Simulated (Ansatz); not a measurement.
Rows from a G0W0 calculation on Bi2Se3 (R-3m) (Ansatz 0.2.0; G0W0 on PBE with a share 0.05 of exact exchange, plane waves, PAW; PAW set soft_1; 4×4×4 mesh, 633 empty bands, screening to 150 eV, PAW set soft_1 files), in eV. Spin-orbit coupling is left out.

| row | Σx | Σc | Vxc | Z |
| --- | --- | --- | --- | --- |
| A | -9.84 | -3.39 | -13.14 | 0.77 |
| B | -9.55 | -3.11 | -12.52 | 0.78 |
| C | -16.39 | 0.62 | -15.42 | 0.75 |
| D | -17.01 | 1.67 | -14.92 | 0.73 |

Question: Which rows are filled states and which are empty ones, and how can one tell?

Filled: C and D. Empty: A and B. The sign of Σc tells: for a filled state bare exchange, which holds its interaction with itself, lies below Vxc (Σx − Vxc is -1.0 eV or lower here) and screening gives part back as a positive Σc. For an empty state Σx lies above Vxc (+3.0 eV or more) and the Coulomb hole leaves Σc negative.

[Runs of the session that timed out or met a known fault of the program may be left out.]

[Cells called generated may have been cut or substituted from an entry of the Crystallography Open Database or the Materials Project.]

[Hosts, paths, dates, database ids (printed as entryN), source tags and the programs' standing remarks are cut or masked in the printed files.]
